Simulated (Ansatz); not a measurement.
# Sr2BSbO6: complex band structure

Aim: relax a made-up compound, Sr2BSbO6, and see how good a tunnel barrier it would be. It is built by putting B for Ga in the Sr2GaSbO6 structure of space group I4/m, with the volume rescaled by atomic radii. The parent structure comes from the Materials Project.

Method: r2SCAN DFT, plane waves, PAW files, in the first sound run; inputs show where later runs differ, in Ansatz 0.2.0.

The structure was built from a prototype and need not be the compound's stable phase.

## Step 1: The starting structure

The structure is tetragonal, space group I4/m (No. 87). The conventional cell has a = 5.482 Å, b = 5.482 Å, c = 7.943 Å, α = 90.00°, β = 90.00°, γ = 90.00°. Nearest to Sr lie 12 O at 2.56 to 3.01 Å and 4 B at 3.38 Å and 4 Sb at 3.38 Å. Nearest to B lie 6 O at 1.96 to 2.00 Å and 8 Sr at 3.38 Å. Nearest to Sb lie 6 O at 1.97 Å. Nearest to O lie 1 B at 1.96 Å and 1 Sb at 1.97 Å and 4 Sr at 2.56 to 3.01 Å. O has 1 Sb at 1.97 Å and 1 B at 2.00 Å and 4 Sr at 2.74 Å nearest. It derives from Sr2GaSbO6. B for Ga in the Sr2GaSbO6 structure of space group I4/m. Farther neighbours and most contacts between anions are not listed.

Structure file:

```cif
data_structure
_symmetry_space_group_name_H-M 'P 1'
_symmetry_Int_Tables_number 1
_cell_length_a 5.5496
_cell_length_b 5.5496
_cell_length_c 5.5496
_cell_angle_alpha 120.805
_cell_angle_beta 120.805
_cell_angle_gamma 88.612
_cell_volume 119.35
loop_
_atom_site_label
_atom_site_type_symbol
_atom_site_fract_x
_atom_site_fract_y
_atom_site_fract_z
_atom_site_occupancy
Sr1 Sr 0.75000 0.25000 0.50000 1
Sr2 Sr 0.25000 0.75000 0.50000 1
B3 B 0.00000 0.00000 0.00000 1
Sb4 Sb 0.50000 0.50000 0.00000 1
O5 O 0.79195 0.70861 0.50056 1
O6 O 0.29139 0.79195 0.08333 1
O7 O 0.70861 0.20805 0.91667 1
O8 O 0.20805 0.29139 0.49944 1
O9 O 0.74791 0.74791 0.00000 1
O10 O 0.25209 0.25209 0.00000 1
```

## Step 2: Relaxing the new crystal

The substituted atoms don't fit the parent's cell, so cell and atoms relax together. A small smearing keeps the run stable in case the gap closes on the way.

input.yaml reads:

```yaml
crystal:
  lattice:
    - [-2.7409624975, 2.7409624975, 3.9713675535]
    - [2.7409624975, -2.7409624975, 3.9713675535]
    - [2.7409624975, 2.7409624975, -3.9713675535]
  atoms:
    - { symbol: Sr, position: [0.75, 0.25, 0.5] }
    - { symbol: Sr, position: [0.25, 0.75, 0.5] }
    - { symbol: B, position: [0.0, 0.0, 0.0] }
    - { symbol: Sb, position: [0.5, 0.5, 0.0] }
    - { symbol: O, position: [0.791948, 0.708613, 0.500561] }
    - { symbol: O, position: [0.291387, 0.791948, 0.083335] }
    - { symbol: O, position: [0.708613, 0.208052, 0.916665] }
    - { symbol: O, position: [0.208052, 0.291387, 0.499439] }
    - { symbol: O, position: [0.747908, 0.747908, 0.0] }
    - { symbol: O, position: [0.252092, 0.252092, 0.0] }
kpoints:
  mp_grid: { grid: [6, 6, 6] }
scf:
  occupations: { method: gaussian, width: 0.03 }
hamiltonian:
  xc: r2scan
output:
  forces: true
  stress: true
relax:
  f_tol: 0.02
  max_steps: 60
  cell: {}
```

The run is started by

```console
> ansatz run input.yaml --threads 2 --pin off --max-ram 4096MiB --backend cpu --events-out ev --progress --plain --runs-dir out
```

Numbers of over 12 decimals in the logs are rounded to 6 here.

What it wrote:

```text
Engine: ansatz 0.2.0, x86_64-unknown-linux-gnu
Pseudopotentials: kind: paw
Pseudopotential: Sr, paw, valence charge 10, recommended cutoff 500 eV (meta_gga), Sr.paw.azcp
Pseudopotential: B, paw, valence charge 3, recommended cutoff 500 eV (meta_gga), B.paw.azcp
Pseudopotential: Sb, paw, valence charge 15, recommended cutoff 500 eV (meta_gga), Sb.paw.azcp
Pseudopotential: O, paw, valence charge 6, recommended cutoff 500 eV (meta_gga), O.paw.azcp
Functional definition: r2SCAN
  parameter k0 = 0.174
  parameter k1 = 0.065
  parameter a1 = 4.9479
  exchange = r2scan_x(k0 = k0, k1 = k1, a1 = a1)
  correlation = r2scan_c
Crystal: 10 atoms, lattice volume = 119.346 Å³
Basis set: ecut = 500 eV, 3027 PW (Γ), exchange–correlation on 180×180×180 points (64 copies of the dense FFT grid, shifted against one another)
Bands: 47, of which v1, the nominal top of the filled ones, is band 37 counted from 1 (36 counted from 0)
Symmetry: 8 space group operations
Space group: I4/m (ITA 87), of the structure as read, at distance tolerance 4.9e-5 Å
k-points: 36 of 216
Non-local potential: Sr, projectors of the file, l = 0: 3, l = 1: 2, l = 2: 2
Non-local potential: B, projectors of the file, l = 0: 2, l = 1: 2, l = 2: 1
Non-local potential: Sb, projectors of the file, l = 0: 2, l = 1: 2, l = 2: 2, l = 3: 2
Non-local potential: O, projectors of the file, l = 0: 2, l = 1: 2, l = 2: 1
PAW form: soft (Blöchl's): semilocal exchange-correlation on the pseudo side does not see the compensation charge
PAW frozen core: Sr, regenerated for the run's functional (the file was generated under x = pbe(κ = 0.804, μ = 0.219515), c = pbe(β = 0.066725))
PAW frozen core: B, regenerated for the run's functional (the file was generated under x = pbe(κ = 0.804, μ = 0.219515), c = pbe(β = 0.066725))
PAW frozen core: Sb, regenerated for the run's functional (the file was generated under x = pbe(κ = 0.804, μ = 0.219515), c = pbe(β = 0.066725))
PAW frozen core: O, regenerated for the run's functional (the file was generated under x = pbe(κ = 0.804, μ = 0.219515), c = pbe(β = 0.066725))
PAW one-centre angular grid: Sr, 302 points (default); XC on 160 Gauss nodes
PAW one-centre angular grid: B, 302 points (default); XC on 160 Gauss nodes
PAW one-centre angular grid: Sb, 590 points (default); XC on 160 Gauss nodes
PAW one-centre angular grid: O, 302 points (default); XC on 160 Gauss nodes
Initial density: superposition of atomic densities (neutral atoms: chi_scale 0, normalization atom), corrected by the library's trained network
Initial wavefunctions: pseudopotential atomic-orbital guess
Functional: x = r2scan, c = r2scan; τ floored in thin density (d = 2e-4 eV/Å³)
SCF iter   1: F=—  HF=-17180.918815 eV  |F-HF|=—  |Δ(HF+E_count)|=         —  Δρ=1.24e-2  dr2=2.00e-1  dr2_τ=4.10e-1  ethr=1.77e-3  ⟨swp⟩=8.6  Hψ=8787  notcnv=0  defer=22
preconditioner: auto → Resta (q_TF=auto, 2.519 Å⁻¹)  ε∞=3.8  [insulator: Δε(μ)=1.124 eV  Ē_g=15.843 eV  σ=0.030 eV  W_gap=1.00  n_scr=26 (ndim 8)  ℏωp=26.3 eV  f_vac=0.000  D(μ)=0.00/eV (n_scr^D=0)  ε∞_Penn≈3.8]
SCF iter   2: F=—  HF=-17181.170691 eV  |F-HF|=—  |Δ(HF+E_count)|=   2.52e-1  Δρ=6.02e-3  dr2=2.52e-2  dr2_τ=4.47e-3  ethr=2.70e-4  ⟨swp⟩=3.1  Hψ=3318  notcnv=0  defer=174
SCF iter   3: F=—  HF=-17181.168124 eV  |F-HF|=—  |Δ(HF+E_count)|=   2.57e-3  Δρ=2.24e-3  dr2=3.67e-3  dr2_τ=3.18e-4  ethr=3.41e-5  ⟨swp⟩=2.9  Hψ=2464  notcnv=0  defer=66
automatic band count: iteration 3 solves 44 bands in place of 47: the levels show a gap, and the empty bands left out lie too high to hold charge; the band table lists the bands solved (type scf.n_extra_bands for more)
SCF iter   4: F=—  HF=-17181.167742 eV  |F-HF|=—  |Δ(HF+E_count)|=   3.82e-4  Δρ=3.90e-4  dr2=1.18e-4  dr2_τ=2.05e-5  ethr=4.96e-6  ⟨swp⟩=2.5  Hψ=2671  notcnv=0  defer=66
SCF iter   5: F=—  HF=-17181.167757 eV  |F-HF|=—  |Δ(HF+E_count)|=   1.44e-5  Δρ=1.97e-4  dr2=3.46e-5  dr2_τ=6.13e-6  ethr=1.60e-7  ⟨swp⟩=2.0  Hψ=2518  notcnv=0  defer=66
SCF iter   6: F=—  HF=-17181.167904 eV  |F-HF|=—  |Δ(HF+E_count)|=   1.47e-4  Δρ=3.59e-5  dr2=8.74e-7  dr2_τ=1.63e-7  ethr=4.68e-8  ⟨swp⟩=2.0  Hψ=2243  notcnv=0  defer=66
SCF iter   7: F=-17181.167904 eV  HF=-17181.167904 eV  |F-HF|=1.61e-8  |Δ(HF+E_count)|=   8.20e-7  Δρ=8.41e-6  dr2=5.79e-8  dr2_τ=6.25e-9  ethr=1.35e-10  ⟨swp⟩=5.0  Hψ=6804  notcnv=0
SCF 1 converged in 7 iterations: F = -17181.167904 eV  dr2 = 5.79e-8
  greatest PAW one-centre occupation: 0.995 electrons in one spin orbital (limit 2), on the Sb atom at site 3 (counted from 0), in its partial waves of l = 2
relax step   1: F+E_penalty+E_count = -17181.16790449 eV  Δ(F+E_penalty+E_count) = +0.000e0 eV  max|allowed force component| = 1.855e0 eV/Å  Δτ_max = 0.0000 Å  P = -8.732 GPa  Ω = 119.346 Å³  (7 SCF iters, dr2 threshold 1.00e-7 eV, accepted)
Crystal: 10 atoms, lattice volume = 107.335 Å³
Basis set: ecut = 500 eV, 2727 PW (Γ), exchange–correlation on 180×180×180 points (64 copies of the dense FFT grid, shifted against one another)
Initial density: handed on by an earlier stage of this run
Initial wavefunctions: those handed on with the density
iter 1 solved again at ethr=1.97e-4 eV; its pass at ethr=3.10e-3 eV (dr2=1.46e-1 eV) is discarded
SCF iter   1: F=—  HF=-17182.720525 eV  |F-HF|=—  |Δ(HF+E_count)|=         —  Δρ=2.31e-2  dr2=1.45e-1  dr2_τ=3.13e0  ethr=1.97e-4  ⟨swp⟩=2.3  Hψ=9474  notcnv=0
automatic band count: iteration 1 solves 42 bands in place of 47: the levels show a gap, and the empty bands left out lie too high to hold charge; the band table lists the bands solved (type scf.n_extra_bands for more)
preconditioner: auto → Resta (q_TF=auto, 2.564 Å⁻¹)  ε∞=3.7  [insulator: Δε(μ)=1.519 eV  Ē_g=18.345 eV  σ=0.030 eV  W_gap=1.00  n_scr=26 (ndim 8)  ℏωp=30.0 eV  f_vac=0.000  D(μ)=0.00/eV (n_scr^D=0)  ε∞_Penn≈3.7]
SCF iter   2: F=—  HF=-17182.423832 eV  |F-HF|=—  |Δ(HF+E_count)|=   2.97e-1  Δρ=1.12e-2  dr2=3.43e-2  dr2_τ=6.44e-3  ethr=1.96e-4  ⟨swp⟩=3.8  Hψ=3253  notcnv=0
SCF iter   3: F=—  HF=-17182.442630 eV  |F-HF|=—  |Δ(HF+E_count)|=   1.88e-2  Δρ=2.58e-3  dr2=3.41e-3  dr2_τ=5.85e-4  ethr=4.63e-5  ⟨swp⟩=3.1  Hψ=2459  notcnv=0
SCF iter   4: F=—  HF=-17182.443847 eV  |F-HF|=—  |Δ(HF+E_count)|=   1.22e-3  Δρ=9.36e-4  dr2=7.31e-4  dr2_τ=1.33e-4  ethr=4.61e-6  ⟨swp⟩=2.5  Hψ=2776  notcnv=0
SCF iter   5: F=—  HF=-17182.443920 eV  |F-HF|=—  |Δ(HF+E_count)|=   7.24e-5  Δρ=3.18e-4  dr2=5.59e-5  dr2_τ=7.60e-6  ethr=9.88e-7  ⟨swp⟩=2.0  Hψ=2481  notcnv=0
SCF iter   6: F=—  HF=-17182.443941 eV  |F-HF|=—  |Δ(HF+E_count)|=   2.15e-5  Δρ=6.01e-5  dr2=2.06e-6  dr2_τ=5.50e-7  ethr=7.55e-8  ⟨swp⟩=2.0  Hψ=2844  notcnv=0
[...]
relax step   7: F+E_penalty+E_count = -17183.39305900 eV  Δ(F+E_penalty+E_count) = -8.468e-2 eV  max|allowed force component| = 2.123e-1 eV/Å  Δτ_max = 0.1171 Å  P = -2.125 GPa  Ω = 115.978 Å³  energy of the carried Pulay correction = +1.515e-3 eV  (7 SCF iters, dr2 threshold 1.00e-6 eV, accepted)
relax step   8: F+E_penalty+E_count = -17183.42984438 eV  Δ(F+E_penalty+E_count) = -3.679e-2 eV  max|allowed force component| = 8.200e-1 eV/Å  Δτ_max = 0.1911 Å  P = -2.582 GPa  Ω = 115.405 Å³  energy of the carried Pulay correction = +1.777e-3 eV  (7 SCF iters, dr2 threshold 1.00e-6 eV, accepted)
relax step   9: F+E_penalty+E_count = -17183.12147350 eV  Δ(F+E_penalty+E_count) = +3.084e-1 eV  max|allowed force component| = 1.578e0 eV/Å  Δτ_max = 0.0768 Å  P = +3.146 GPa  Ω = 114.358 Å³  energy of the carried Pulay correction = +2.259e-3 eV  (7 SCF iters, dr2 threshold 1.00e-6 eV, rejected (line search))
relax step  10: F+E_penalty+E_count = -17183.53231841 eV  Δ(F+E_penalty+E_count) = -1.025e-1 eV  max|allowed force component| = 1.110e-1 eV/Å  Δτ_max = 0.0608 Å  P = +0.105 GPa  Ω = 115.404 Å³  energy of the carried Pulay correction = +1.777e-3 eV  (10 SCF iters, accepted)
relax step  11: F+E_penalty+E_count = -17183.53438987 eV  Δ(F+E_penalty+E_count) = -2.071e-3 eV  max|allowed force component| = 4.790e-3 eV/Å  Δτ_max = 0.0072 Å  P = +0.043 GPa  Ω = 115.201 Å³  energy of the carried Pulay correction = +1.870e-3 eV  (5 SCF iters, dr2 threshold 7.70e-7 eV, accepted)
relax step  12: F+E_penalty+E_count = -17183.53438822 eV  Δ(F+E_penalty+E_count) = +1.652e-6 eV  max|allowed force component| = 4.505e-3 eV/Å  Δτ_max = 0.0012 Å  P = +0.001 GPa  Ω = 115.221 Å³  energy of the carried Pulay correction = +1.861e-3 eV  (5 SCF iters, dr2 threshold 7.35e-9 eV, accepted)
relax step  13: F+E_penalty+E_count = -17183.53741758 eV  Δ(F+E_penalty+E_count) = -3.029e-3 eV  max|allowed force component| = 6.616e-3 eV/Å  Δτ_max = 0.0000 Å  P = +0.124 GPa  Ω = 115.221 Å³  stress off target by 2.92e-1 GPa  SCF on the basis re-selected at this cell (its energy is not comparable with the rows above)  (7 SCF iters)
relax step  14: F+E_penalty+E_count = -17183.53761480 eV  Δ(F+E_penalty+E_count) = -1.972e-4 eV  max|allowed force component| = 1.991e-3 eV/Å  Δτ_max = 0.0034 Å  P = +0.007 GPa  Ω = 115.424 Å³  energy of the carried Pulay correction = -9.605e-5 eV  (5 SCF iters, dr2 threshold 2.14e-7 eV, accepted)
iter 1 solved again at ethr=1.31e-6 eV; its pass at ethr=3.10e-3 eV (dr2=9.73e-4 eV) is discarded
SCF iter   1: F=—  HF=-17183.537534 eV  |F-HF|=—  |Δ(HF+E_count)|=         —  Δρ=5.41e-5  dr2=1.06e-7  dr2_τ=3.33e-8  ethr=1.31e-6  ⟨swp⟩=4.1  Hψ=14166  notcnv=0
eigensolver tolerance schedule: the retry pair's looser diagonalisation over-reported the residual by 9205.05 of it (diagonalisation noise at an unbounded share of the residual, at the tolerance the schedule requests for it); recorded, not acted on — ethr = c·dr2/N_el stays at c = 1.0e-1
preconditioner: auto → Resta (q_TF=auto, 2.533 Å⁻¹)  ε∞=3.7  [insulator: Δε(μ)=2.419 eV  Ē_g=16.153 eV  σ=0.030 eV  W_gap=1.00  n_scr=34 (ndim 8)  ℏωp=26.8 eV  f_vac=0.000  D(μ)=0.00/eV (n_scr^D=0)  ε∞_Penn≈3.7]
SCF iter   2: F=—  HF=-17183.537697 eV  |F-HF|=—  |Δ(HF+E_count)|=   1.63e-4  Δρ=2.74e-5  dr2=3.52e-8  dr2_τ=3.98e-7  ethr=1.43e-10  ⟨swp⟩=4.0  Hψ=4134  notcnv=0
SCF iter   3: F=—  HF=-17183.537700 eV  |F-HF|=—  |Δ(HF+E_count)|=   3.10e-6  Δρ=4.15e-6  dr2=8.05e-9  dr2_τ=5.53e-9  ethr=4.75e-11  ⟨swp⟩=2.0  Hψ=2779  notcnv=0
SCF iter   4: F=—  HF=-17183.537700 eV  |F-HF|=—  |Δ(HF+E_count)|=   2.79e-8  Δρ=7.77e-7  dr2=3.43e-10  dr2_τ=1.25e-10  ethr=1.09e-11  ⟨swp⟩=2.0  Hψ=2690  notcnv=0
SCF iter   5: F=—  HF=-17183.537700 eV  |F-HF|=—  |Δ(HF+E_count)|=  3.60e-10  Δρ=5.34e-7  dr2=7.01e-11  dr2_τ=1.16e-10  ethr=1.00e-12  ⟨swp⟩=5.0  Hψ=6361  notcnv=0
SCF iter   6: F=-17183.537700 eV  HF=-17183.537700 eV  |F-HF|=7.28e-12  |Δ(HF+E_count)|=  8.69e-10  Δρ=1.51e-7  dr2=2.05e-11  dr2_τ=3.26e-12  ethr=1.00e-12  ⟨swp⟩=5.0  Hψ=5750  notcnv=0
SCF 15 converged in 6 iterations: F = -17183.537700 eV  dr2 = 2.05e-11
relax step  15: F+E_penalty+E_count = -17183.53769992 eV  Δ(F+E_penalty+E_count) = -8.511e-5 eV  max|allowed force component| = 1.983e-3 eV/Å  Δτ_max = 0.0000 Å  P = +0.007 GPa  Ω = 115.424 Å³  stress off target by 2.92e-2 GPa  SCF on the basis re-selected at this cell (its energy is not comparable with the rows above)  (6 SCF iters)
basis re-selected at this cell: Δ(F+E_penalty+E_count) = -8.511e-5 eV, ΔP = -0.000 GPa vs the last step (what re-selecting the basis moved, of the pressure what is left beyond the Pulay correction that the steps carried, after the strain that the cell walked since its last selection, with what the two solves' SCF thresholds leave and, on support functions, any second-order correction that the steps lacked; it is no m [...]
SCF converged after 6 iterations
Free energy (F): -17183.537700 eV
Harris-Foulkes:  -17183.537700 eV  (|F-HF|=7.28e-12)
Internal energy: -17183.537700 eV  (E = F + TS)
E sigma→0 (E₀):  -17183.537700 eV
Fermi energy:    11.207673 eV
--- Per-component energies (eV) ---
  E_band       = -236.600362
  E_kinetic    = 1814.688032
  E_local      = -4446.991958  (includes V_loc(G=0)·N_el)
  E_nonlocal   = 1070.742415
  E_hartree    = 1613.848201
  E_xc         = -930.342688
  E_vxc        = -1139.173173  (∫ρ·V_xc dr)
  E_paw        = -11083.688151  (= ΣΔE_a)
  E_vpaw       = -831.890559  (= ΣTr[D̂ρ^β])
  E_aug_tail   = 0.006272  (compensation charges beyond the density's cutoff)
  E_vtau       = 68.322188  (kinetic-family band-sum trace: ∫τ·v_τ [+ j·A + Jᵃ·Aᵃ] dr)
  E_ewald      = -5221.803699
  E_core_change = 0.003876  (= ΣΔE_core)
  E_smearing   = -0.000000  (= −TS)
  E_closure    = -0.000000  (closes the sum)
  Σ components = -17183.537700   (vs F -17183.537700, Δ=0.00e0)
--- Forces (eV/Å), atoms counted from 1 ---
  atom   1  Sr     0.00000000     0.00000000     0.00000000
  atom   2  Sr     0.00000000     0.00000000     0.00000000
  atom   3  B     -0.00000000    -0.00000000    -0.00000000
  atom   4  Sb    -0.00000000    -0.00000000     0.00000000
  atom   5  O      0.00198275     0.00111991     0.00000000
  atom   6  O      0.00111991    -0.00198275     0.00000000
  atom   7  O     -0.00111991     0.00198275     0.00000000
  atom   8  O     -0.00198275    -0.00111991    -0.00000000
  atom   9  O      0.00000000     0.00000000     0.00062952
  atom  10  O      0.00000000     0.00000000    -0.00062952
  max |Σ_I F_I| component: 1.04e-17 eV/Å
--- Stress (GPa, compression-positive) ---
       -0.004112       0.000000       0.000000
       -0.000000      -0.004112       0.000000
        0.000000       0.000000       0.029160
  P = ⅓ Tr σ = 0.0070 GPa (0.070 kbar)
--- Relaxed structure (13 steps of the walk, 12 accepted, 2 SCFs on fresh bases) ---
  F+E_penalty+E_count = -17183.53769992 eV   max|allowed force component| = 1.983e-3 eV/Å   (the final SCF, on the basis selected at the relaxed cell)
  cell:  # Å, volume = 115.4242 Å³
    - [-2.532585, 2.532585, 4.498925]
    - [2.532585, -2.532585, 4.498925]
    - [2.532585, 2.532585, -4.498925]
  atoms:
    - { symbol: Sr, position: [0.75, 0.25, 0.5] }
    - { symbol: Sr, position: [0.25, 0.75, 0.5] }
    - { symbol: B, position: [-5.462772377376462e-19, 1.78577802377588e-19, 3.5303308229350533e-19] }
    - { symbol: Sb, position: [0.5, 0.5, 3.530330822934985e-19] }
    - { symbol: O, position: [0.824806, 0.737337, 0.562143] }
    - { symbol: O, position: [0.262663, 0.824806, 0.087469] }
    - { symbol: O, position: [0.737337, 0.175194, 0.912531] }
    - { symbol: O, position: [0.175194, 0.262663, 0.437857] }
    - { symbol: O, position: [0.714845, 0.714845, 3.5303308229349406e-19] }
    - { symbol: O, position: [0.285155, 0.285155, 3.530330822934929e-19] }
```

Elapsed: 1.8 min, on 2 threads of Intel Xeon Platinum 8488C (Sapphire Rapids), shared host; peak memory 1 GiB.

The steps of the relaxation:

| step | energy less that of the first step (eV) | largest force component (eV/Å) | pressure (GPa) | volume (Å³) |
| --- | --- | --- | --- | --- |
| 1 | 0.0000 | 1.8547 | -8.73 | 119.35 |
| 2 | -1.2760 | 0.7818 | 1.01 | 107.33 |
| 3 | -1.4247 | 0.9777 | 1.65 | 106.29 |
| 4 | -1.6298 | 1.4912 | 0.83 | 107.45 |
| 5 | -2.0321 | 0.9220 | 1.37 | 110.38 |
| 6 | -2.1405 | 1.0066 | 0.52 | 115.15 |
| 7 | -2.2252 | 0.2123 | -2.12 | 115.98 |
| 8 | -2.2619 | 0.8200 | -2.58 | 115.40 |
| 9 | -1.9536 | 1.5775 | 3.15 | 114.36 |
| 10 | -2.3644 | 0.1110 | 0.11 | 115.40 |
| 11 | -2.3665 | 0.0048 | 0.04 | 115.20 |
| 12 | -2.3665 | 0.0045 | 0.00 | 115.22 |
| 13* | -2.3695 | 0.0066 | 0.12 | 115.22 |
| 14 | -2.3697 | 0.0020 | 0.01 | 115.42 |
| 15* | -2.3698 | 0.0020 | 0.01 | 115.42 |

Relaxation steps marked * repeat the geometry before them on a plane-wave basis chosen anew for their cell, so energy and pressure can jump there. Relaxation step 9 was tried and not accepted.

Forces are held to the 8 operations that the run works with; a distortion that breaks them can't arise in this run.

| cell as run | before | after | change |
| --- | --- | --- | --- |
| a (Å) | 5.550 | 5.751 | +3.6 % |
| b (Å) | 5.550 | 5.751 | +3.6 % |
| c (Å) | 5.550 | 5.751 | +3.6 % |
| α (°) | 120.80 | 127.74 | +5.7 % |
| β (°) | 120.80 | 127.74 | +5.7 % |
| γ (°) | 88.61 | 77.05 | -13.1 % |
| volume (Å³/atom) | 11.93 | 11.54 | -3.3 % |

The atoms that moved most (Å, as changes of fractional coordinates times the final cell):

| atom | dx | dy | dz | length |
| --- | --- | --- | --- | --- |
| O9 | 0.000 | 0.000 | -0.297 | 0.297 |
| O10 | 0.000 | 0.000 | 0.297 | 0.297 |
| O7 | -0.166 | 0.145 | 0.000 | 0.221 |
| O8 | -0.145 | -0.166 | 0.000 | 0.221 |
| O5 | 0.145 | 0.166 | 0.000 | 0.221 |
| O6 | 0.166 | -0.145 | 0.000 | 0.221 |

Numbers from this step:

```
free energy  : -17183.5377 eV
Fermi energy : 11.21 eV
pressure     : 0.006979 GPa
```

The largest force component on a free atom ends at 0.0020 eV/Å.

(Continued in part 2 of 3.)

[Logs are printed without paths, hosts, clocks, repeated set-up lines and the standing remarks that a program may print on its own settings, such as how far it seeks lower states.]

[Hosts, paths, dates, database ids (printed as entryN), source tags and the programs' standing remarks are cut or masked in the printed files.]
